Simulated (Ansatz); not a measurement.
# Preparing Li5AuO4 (C2/m) as a host crystal, part 3 of 3

Before any defect goes in: Li5AuO4 (C2/m) at rest, and how it screens a charge.

Ansatz 0.2.0; plane-wave PAW DFT, PBEsol; relaxation of the host's cell and atoms (the session's first sound run).

So far. Step 3 (Dielectric tensors of the host): The principal values of the electronic dielectric tensor are 3.02, 4.18 and 4.33. The principal values of the static dielectric tensor are 5.41, 8.74 and 10.09.

## (7) Defect free supercell relaxed from displaced atoms

This step: plane-wave PAW DFT, PBEsol; relaxation of the defect-free supercell from random displacements, a test of the host's stability (Ansatz 0.2.0).

File pristine.rattled/input.yaml:

```yaml
crystal:
  lattice:
    - [9.4026852446, 0.0, -0.0254865171]
    - [0.0, 9.4040531707, 0.0]
    - [-2.0756250623, 0.0, 9.1635870882]
  atoms:
    - { symbol: Li, position: [0.0, 0.7924352985, 0.25] }
    - { symbol: Li, position: [0.25, 0.2924352985, 0.25] }
    - { symbol: Li, position: [0.0, 0.2825464211, 0.0] }
    - { symbol: Li, position: [0.25, 0.7825464211, 0.0] }
    - { symbol: Li, position: [0.0, 0.7174535789, 0.0] }
    - { symbol: Li, position: [0.25, 0.2174535789, 0.0] }
    - { symbol: Li, position: [0.0, 0.2075647015, 0.25] }
    - { symbol: Li, position: [0.25, 0.7075647015, 0.25] }
    - { symbol: Li, position: [0.0, 0.0, 0.0] }
    - { symbol: Li, position: [0.25, 0.5, 0.0] }
    - { symbol: Au, position: [0.0, 0.5, 0.25] }
    - { symbol: Au, position: [0.25, 0.0, 0.25] }
    - { symbol: O, position: [0.1278986199, 0.8526018284, 0.125090735] }
    - { symbol: O, position: [0.3778986199, 0.3526018284, 0.125090735] }
    - { symbol: O, position: [0.1221013801, 0.3526018284, 0.374909265] }
    - { symbol: O, position: [0.3721013801, 0.8526018284, 0.374909265] }
    - { symbol: O, position: [0.1278986199, 0.1473981716, 0.125090735] }
    - { symbol: O, position: [0.3778986199, 0.6473981716, 0.125090735] }
    - { symbol: O, position: [0.1221013801, 0.6473981716, 0.374909265] }
    - { symbol: O, position: [0.3721013801, 0.1473981716, 0.374909265] }
    - { symbol: Li, position: [0.0, 0.7924352985, 0.75] }
    - { symbol: Li, position: [0.25, 0.2924352985, 0.75] }
    - { symbol: Li, position: [0.0, 0.2825464211, 0.5] }
    - { symbol: Li, position: [0.25, 0.7825464211, 0.5] }
    - { symbol: Li, position: [0.0, 0.7174535789, 0.5] }
    - { symbol: Li, position: [0.25, 0.2174535789, 0.5] }
    - { symbol: Li, position: [0.0, 0.2075647015, 0.75] }
    - { symbol: Li, position: [0.25, 0.7075647015, 0.75] }
    - { symbol: Li, position: [0.0, 0.0, 0.5] }
    - { symbol: Li, position: [0.25, 0.5, 0.5] }
    - { symbol: Au, position: [0.0, 0.5, 0.75] }
    - { symbol: Au, position: [0.25, 0.0, 0.75] }
    - { symbol: O, position: [0.1278986199, 0.8526018284, 0.625090735] }
    - { symbol: O, position: [0.3778986199, 0.3526018284, 0.625090735] }
    - { symbol: O, position: [0.1221013801, 0.3526018284, 0.874909265] }
    - { symbol: O, position: [0.3721013801, 0.8526018284, 0.874909265] }
    - { symbol: O, position: [0.1278986199, 0.1473981716, 0.625090735] }
    - { symbol: O, position: [0.3778986199, 0.6473981716, 0.625090735] }
    - { symbol: O, position: [0.1221013801, 0.6473981716, 0.874909265] }
    - { symbol: O, position: [0.3721013801, 0.1473981716, 0.874909265] }
    - { symbol: Li, position: [0.5, 0.7924352985, 0.25] }
    - { symbol: Li, position: [0.75, 0.2924352985, 0.25] }
    - { symbol: Li, position: [0.5, 0.2825464211, 0.0] }
    - { symbol: Li, position: [0.75, 0.7825464211, 0.0] }
    - { symbol: Li, position: [0.5, 0.7174535789, 0.0] }
    - { symbol: Li, position: [0.75, 0.2174535789, 0.0] }
    - { symbol: Li, position: [0.5, 0.2075647015, 0.25] }
    - { symbol: Li, position: [0.75, 0.7075647015, 0.25] }
    - { symbol: Li, position: [0.5, 0.0, 0.0] }
    - { symbol: Li, position: [0.75, 0.5, 0.0] }
    - { symbol: Au, position: [0.5, 0.5, 0.25] }
    - { symbol: Au, position: [0.75, 0.0, 0.25] }
    - { symbol: O, position: [0.6278986199, 0.8526018284, 0.125090735] }
    - { symbol: O, position: [0.8778986199, 0.3526018284, 0.125090735] }
    - { symbol: O, position: [0.6221013801, 0.3526018284, 0.374909265] }
    - { symbol: O, position: [0.8721013801, 0.8526018284, 0.374909265] }
    - { symbol: O, position: [0.6278986199, 0.1473981716, 0.125090735] }
    - { symbol: O, position: [0.8778986199, 0.6473981716, 0.125090735] }
    - { symbol: O, position: [0.6221013801, 0.6473981716, 0.374909265] }
    - { symbol: O, position: [0.8721013801, 0.1473981716, 0.374909265] }
    - { symbol: Li, position: [0.5, 0.7924352985, 0.75] }
    - { symbol: Li, position: [0.75, 0.2924352985, 0.75] }
    - { symbol: Li, position: [0.5, 0.2825464211, 0.5] }
    - { symbol: Li, position: [0.75, 0.7825464211, 0.5] }
    - { symbol: Li, position: [0.5, 0.7174535789, 0.5] }
    - { symbol: Li, position: [0.75, 0.2174535789, 0.5] }
    - { symbol: Li, position: [0.5, 0.2075647015, 0.75] }
    - { symbol: Li, position: [0.75, 0.7075647015, 0.75] }
    - { symbol: Li, position: [0.5, 0.0, 0.5] }
    - { symbol: Li, position: [0.75, 0.5, 0.5] }
    - { symbol: Au, position: [0.5, 0.5, 0.75] }
    - { symbol: Au, position: [0.75, 0.0, 0.75] }
    - { symbol: O, position: [0.6278986199, 0.8526018284, 0.625090735] }
    - { symbol: O, position: [0.8778986199, 0.3526018284, 0.625090735] }
    - { symbol: O, position: [0.6221013801, 0.3526018284, 0.874909265] }
    - { symbol: O, position: [0.8721013801, 0.8526018284, 0.874909265] }
    - { symbol: O, position: [0.6278986199, 0.1473981716, 0.625090735] }
    - { symbol: O, position: [0.8778986199, 0.6473981716, 0.625090735] }
    - { symbol: O, position: [0.6221013801, 0.6473981716, 0.874909265] }
    - { symbol: O, position: [0.8721013801, 0.1473981716, 0.874909265] }
basis:
  ecutwfc: 420
  xc_grid: 2
hamiltonian:
  xc: pbesol
kpoints:
  mp_grid: { grid: [1, 1, 1], shift: [0.25, 0.25, 0.25] }
scf:
  occupations: { method: fermi_dirac, width: 0.01 }
  max_iter: 80
output:
  forces: true
relax:
  f_tol: 0.01
  max_steps: 120
  random_displacement: { amplitude: 0.08, seed: 2103 }
checkpoint:
  write: "../pristine.rattled.run"
  compress: false
  write_wavefunctions: false
  write_every: 100000
```

Launch:

```sh
> ansatz run input.yaml --threads 8 --pin off --max-ram 22609MiB --backend cpu --events-out ev --progress --plain --runs-dir out
```

Numbers of over 12 decimals in the logs are rounded to 6 here.

The log of the run:

```text
[...]
Crystal: 80 atoms, lattice volume = 809.778 Å³
Basis set: ecut = 420 eV, 15817 PW (Γ), exchange–correlation on 128×128×128 points (8 copies of the dense FFT grid, shifted against one another)
Bands: 312, of which v1, the nominal top of the filled ones, is band 232 counted from 1 (231 counted from 0)
Symmetry: 1 space group operations
k-points: 1
[...]
SCF iter   1: F=—  HF=-130165.507670 eV  |F-HF|=—  |Δ(HF+E_count)|=         —  Δρ=1.42e-2  dr2=1.43e0  ethr=1.77e-3  ⟨swp⟩=6.0  Hψ=1217  notcnv=0  defer=26
[...]
SCF iter   9: F=-130165.152757 eV  HF=-130165.152757 eV  |F-HF|=8.28e-7  |Δ(HF+E_count)|=   1.96e-6  Δρ=1.23e-5  dr2=1.22e-6  ethr=5.39e-10  ⟨swp⟩=3.0  Hψ=778  notcnv=0
SCF 1 converged in 9 iterations: F = -130165.152757 eV  dr2 = 1.22e-6
[...]
relax step   1: F+E_penalty+E_count = -130165.15275666 eV  Δ(F+E_penalty+E_count) = +0.000e0 eV  max|allowed force component| = 3.636e0 eV/Å  Δτ_max = 0.0000 Å  (9 SCF iters, dr2 threshold 2.50e-6 eV, accepted)
[...]
relax step   2: F+E_penalty+E_count = -130167.10537992 eV  Δ(F+E_penalty+E_count) = -1.953e0 eV  max|allowed force component| = 4.885e-1 eV/Å  Δτ_max = 0.0982 Å  (8 SCF iters, dr2 threshold 1.00e-4 eV, accepted)
relax step   3: F+E_penalty+E_count = -130167.61306979 eV  Δ(F+E_penalty+E_count) = -5.077e-1 eV  max|allowed force component| = 2.963e-2 eV/Å  Δτ_max = 0.0877 Å  (8 SCF iters, dr2 threshold 1.49e-5 eV, accepted)
SCF iter   1: F=—  HF=-130167.613001 eV  |F-HF|=—  |Δ(HF+E_count)|=         —  Δρ=8.90e-4  dr2=2.25e-3  ethr=1.07e-5  ⟨swp⟩=4.0  Hψ=668  notcnv=0  defer=72
[...]
SCF iter   8: F=-130167.614675 eV  HF=-130167.614675 eV  |F-HF|=4.18e-9  |Δ(HF+E_count)|=   1.86e-8  Δρ=1.04e-6  dr2=9.27e-9  ethr=2.16e-11  ⟨swp⟩=2.0  Hψ=782  notcnv=0
SCF 4 converged in 8 iterations: F = -130167.614675 eV  dr2 = 9.27e-9
relax step   4: F+E_penalty+E_count = -130167.61467456 eV  Δ(F+E_penalty+E_count) = -1.605e-3 eV  max|allowed force component| = 1.878e-3 eV/Å  Δτ_max = 0.0097 Å  (8 SCF iters, accepted)
SCF converged after 8 iterations
Free energy (F): -130167.614675 eV
[...]
Internal energy: -130167.614675 eV  (E = F + TS)
E sigma→0 (E₀):  -130167.614675 eV
Fermi energy:    6.638269 eV
[...]
--- Forces (eV/Å), atoms counted from 1 ---
  atom   1  Li    -0.00025189    -0.00092988     0.00107127
  atom   2  Li    -0.00035094    -0.00077869     0.00001924
  atom   3  Li     0.00024278     0.00020449     0.00047110
  atom   4  Li     0.00006040    -0.00045301     0.00079395
  atom   5  Li    -0.00036136    -0.00055238     0.00001174
  atom   6  Li    -0.00051610    -0.00023549    -0.00079091
  atom   7  Li    -0.00069869     0.00105727    -0.00080470
  atom   8  Li    -0.00020717     0.00085519     0.00039369
  atom   9  Li     0.00110351    -0.00012712     0.00023395
  atom  10  Li    -0.00058236    -0.00030193    -0.00016325
  atom  11  Au    -0.00087782     0.00067849    -0.00123736
  atom  12  Au    -0.00041926    -0.00007949    -0.00116312
  atom  13  O     -0.00085546    -0.00009706     0.00023710
  atom  14  O      0.00047685     0.00057048    -0.00167144
  atom  15  O      0.00068211    -0.00070084    -0.00127110
  atom  16  O     -0.00083911    -0.00116434     0.00063990
  atom  17  O      0.00058068     0.00093003     0.00055148
  atom  18  O     -0.00042622    -0.00015964     0.00072464
  atom  19  O     -0.00080562     0.00035522     0.00094123
  atom  20  O      0.00117035     0.00070816    -0.00030246
  atom  21  Li     0.00032469    -0.00122711     0.00089683
  atom  22  Li     0.00111820    -0.00102346     0.00059940
  atom  23  Li     0.00021013    -0.00113921     0.00055464
  atom  24  Li    -0.00003992    -0.00011523     0.00049916
  atom  25  Li    -0.00083468     0.00051918    -0.00059947
  atom  26  Li    -0.00104076     0.00000308    -0.00061516
  atom  27  Li     0.00006476     0.00072226    -0.00072729
  atom  28  Li    -0.00158937     0.00074026    -0.00058832
  atom  29  Li     0.00026013    -0.00005823    -0.00029244
  atom  30  Li    -0.00072504    -0.00034526     0.00039524
  atom  31  Au    -0.00057523    -0.00031215    -0.00044878
  atom  32  Au     0.00103350     0.00008864     0.00043588
  atom  33  O     -0.00110718    -0.00112828     0.00023378
  atom  34  O     -0.00051010     0.00055734    -0.00008096
  atom  35  O      0.00079985    -0.00068529    -0.00132478
  atom  36  O     -0.00080245    -0.00068395    -0.00051676
  atom  37  O      0.00050889     0.00088218    -0.00058631
  atom  38  O      0.00009629     0.00097128     0.00187714
  atom  39  O      0.00076158     0.00032719     0.00048980
  atom  40  O      0.00076106     0.00063019     0.00038884
[...]
atom  69  Li    -0.00005395     0.00032116     0.00006219
  atom  70  Li     0.00028605    -0.00008975     0.00005611
  atom  71  Au     0.00001298     0.00038239     0.00019334
  atom  72  Au     0.00069546    -0.00007526    -0.00027289
  atom  73  O     -0.00095874    -0.00038786     0.00004949
  atom  74  O     -0.00006620    -0.00118460    -0.00100346
  atom  75  O     -0.00044474     0.00071270    -0.00095398
  atom  76  O     -0.00064897    -0.00094793    -0.00076550
  atom  77  O     -0.00008518     0.00048072     0.00045908
  atom  78  O     -0.00040004    -0.00028938     0.00086406
  atom  79  O     -0.00045541     0.00046479     0.00075154
  atom  80  O      0.00169322     0.00061979    -0.00034645
  max |Σ_I F_I| component: 4.49e-5 eV/Å
--- Relaxed structure (4 steps of the walk, 4 accepted, 0 SCFs on fresh bases) ---
  F+E_penalty+E_count = -130167.61467456 eV   max|allowed force component| = 1.878e-3 eV/Å
  atoms:
    - { symbol: Li, position: [2.5307272008029402e-5, 0.792443, 0.250078] }
    - { symbol: Li, position: [0.249822, 0.292426, 0.250330] }
    - { symbol: Li, position: [-0.000164, 0.282795, 0.000359] }
    - { symbol: Li, position: [0.250050, 0.782830, 0.000118] }
    - { symbol: Li, position: [-4.0817016140580116e-5, 0.717257, 6.140156405238504e-5] }
    - { symbol: Li, position: [0.249766, 0.217229, 0.000298] }
    - { symbol: Li, position: [-0.000183, 0.207578, 0.250347] }
    - { symbol: Li, position: [0.250013, 0.707583, 0.250074] }
    - { symbol: Li, position: [-0.000153, 2.3455660395463204e-5, 0.000227] }
    - { symbol: Li, position: [0.249917, 0.500025, 0.000232] }
    - { symbol: Au, position: [-8.220928443409409e-5, 0.500009, 0.250209] }
    - { symbol: Au, position: [0.249911, 7.782837800062757e-6, 0.250211] }
    - { symbol: O, position: [0.127858, 0.852696, 0.125126] }
    - { symbol: O, position: [0.377639, 0.352660, 0.125390] }
    - { symbol: O, position: [0.121924, 0.352659, 0.375227] }
    - { symbol: O, position: [0.372149, 0.852646, 0.374974] }
    - { symbol: O, position: [0.127680, 0.147367, 0.125426] }
    - { symbol: O, position: [0.377914, 0.647360, 0.125197] }
    - { symbol: O, position: [0.122210, 0.647336, 0.375040] }
    - { symbol: O, position: [0.371960, 0.147314, 0.375301] }
    - { symbol: Li, position: [6.049142697917009e-6, 0.792480, 0.750083] }
    - { symbol: Li, position: [0.249777, 0.292457, 0.750303] }
    - { symbol: Li, position: [-0.000144, 0.282854, 0.500354] }
    - { symbol: Li, position: [0.250065, 0.782804, 0.500117] }
    - { symbol: Li, position: [7.557541607763896e-6, 0.717203, 0.500081] }
    - { symbol: Li, position: [0.249782, 0.217206, 0.500302] }
    - { symbol: Li, position: [-0.000213, 0.207598, 0.750349] }
    - { symbol: Li, position: [0.250039, 0.707577, 0.750111] }
    - { symbol: Li, position: [-9.926146159579263e-5, 1.8106378703642666e-5, 0.500221] }
    - { symbol: Li, position: [0.249959, 0.500014, 0.500166] }
    - { symbol: Au, position: [-8.566713749613708e-5, 0.500039, 0.750229] }
    - { symbol: Au, position: [0.249903, 1.0756077769065093e-5, 0.750212] }
    - { symbol: O, position: [0.127869, 0.852696, 0.625125] }
    - { symbol: O, position: [0.377649, 0.352651, 0.625341] }
    - { symbol: O, position: [0.121905, 0.352675, 0.875243] }
    - { symbol: O, position: [0.372148, 0.852646, 0.874989] }
    - { symbol: O, position: [0.127673, 0.147379, 0.625448] }
    - { symbol: O, position: [0.377907, 0.647338, 0.625178] }
    - { symbol: O, position: [0.122179, 0.647368, 0.875072] }
    - { symbol: O, position: [0.371951, 0.147331, 0.875279] }
    - { symbol: Li, position: [0.500029, 0.792431, 0.250073] }
    - { symbol: Li, position: [0.749780, 0.292441, 0.250319] }
    - { symbol: Li, position: [0.499814, 0.282775, 0.000334] }
    - { symbol: Li, position: [0.750011, 0.782798, 0.000124] }
    - { symbol: Li, position: [0.499964, 0.717171, 4.962938241077387e-5] }
    - { symbol: Li, position: [0.749741, 0.217228, 0.000294] }
    - { symbol: Li, position: [0.499817, 0.207559, 0.250360] }
    - { symbol: Li, position: [0.750034, 0.707567, 0.250115] }
    - { symbol: Li, position: [0.499915, -9.034486036688014e-6, 0.000210] }
    - { symbol: Li, position: [0.749917, 0.500001, 0.000222] }
    - { symbol: Au, position: [0.499908, 0.500000, 0.250219] }
    - { symbol: Au, position: [0.749920, -8.004159503128339e-7, 0.250217] }
    - { symbol: O, position: [0.627866, 0.852672, 0.125154] }
    - { symbol: O, position: [0.877628, 0.352685, 0.125365] }
    - { symbol: O, position: [0.621916, 0.352638, 0.375231] }
    - { symbol: O, position: [0.872152, 0.852637, 0.375004] }
    - { symbol: O, position: [0.627677, 0.147351, 0.125437] }
    - { symbol: O, position: [0.877906, 0.647368, 0.125194] }
    - { symbol: O, position: [0.622190, 0.647332, 0.375065] }
    - { symbol: O, position: [0.871966, 0.147336, 0.375289] }
    - { symbol: Li, position: [0.500009, 0.792421, 0.750077] }
    - { symbol: Li, position: [0.749782, 0.292442, 0.750306] }
    - { symbol: Li, position: [0.499849, 0.282787, 0.500336] }
    - { symbol: Li, position: [0.750056, 0.782799, 0.500129] }
    - { symbol: Li, position: [0.499981, 0.717215, 0.500065] }
    - { symbol: Li, position: [0.749804, 0.217229, 0.500298] }
    - { symbol: Li, position: [0.499785, 0.207537, 0.750299] }
    - { symbol: Li, position: [0.750011, 0.707579, 0.750120] }
    - { symbol: Li, position: [0.499926, -8.48339091806231e-6, 0.500193] }
    - { symbol: Li, position: [0.749900, 0.500022, 0.500225] }
    - { symbol: Au, position: [0.499909, 0.499979, 0.750197] }
    - { symbol: Au, position: [0.749892, 1.1241393043659364e-5, 0.750216] }
    - { symbol: O, position: [0.627854, 0.852683, 0.625139] }
    - { symbol: O, position: [0.877640, 0.352716, 0.625378] }
    - { symbol: O, position: [0.621903, 0.352620, 0.875212] }
    - { symbol: O, position: [0.872108, 0.852660, 0.875020] }
    - { symbol: O, position: [0.627703, 0.147368, 0.625399] }
    - { symbol: O, position: [0.877917, 0.647397, 0.625215] }
    - { symbol: O, position: [0.622178, 0.647309, 0.875050] }
    - { symbol: O, position: [0.871931, 0.147336, 0.875293] }
```

Elapsed: 28 s, on 8 threads of Arm Neoverse V2, shared host; peak memory 1.6 GiB; 3.5 min of CPU time.

Step by step:

| step | energy less that of the first step (eV) | largest force component (eV/Å) |
| --- | --- | --- |
| 1 | 0.0000 | 3.6365 |
| 2 | -1.9526 | 0.4885 |
| 3 | -2.4603 | 0.0296 |
| 4 | -2.4619 | 0.0019 |

The relaxation ends 31 meV an atom lower than the displaced start, with a largest force component of 0.0019 eV/Å.

## (8) What came out

| Property | Result |
| --- | --- |
| primitive cell vectors, lengths | 5.257, 5.257, 4.698 Å |
| electronic dielectric constant | principal values (3.02, 4.18, 4.33) |
| static dielectric constant | principal values (5.41, 8.74, 10.09) |
| gap on the k-mesh of the response run (PBEsol) | 2.17 eV |
| supercell relaxed in its symmetry less the displaced and relaxed one | 0.000 eV |
| energy an atom at one point at (¼, ¼, ¼) less that on the dense mesh | 0.000 eV |

What this shows: Step 7: The energy fell by 2.462 eV from the randomly displaced start; the atoms end within 0.005 Å of the sites as typed, once the mean shift is taken out. The displaced cell ends within 0.01 eV of the symmetric one relaxed in its symmetry, so no lower structure shows in this supercell. The k-mesh can miss the band edges, so this gap is an upper bound at this level. All at zero temperature.

[Logs are printed without paths, hosts, clocks, repeated set-up lines and the standing remarks that a program may print on its own settings, such as how far it seeks lower states.]

[Hosts, paths, dates, database ids (printed as entryN), source tags and the programs' standing remarks are cut or masked in the printed files.]

[Runs of the host that timed out are not shown.]

[For some hosts the program warned that the k-mesh of the response run may be too coarse for force constants and the static dielectric constant; such warnings are not always shown.]
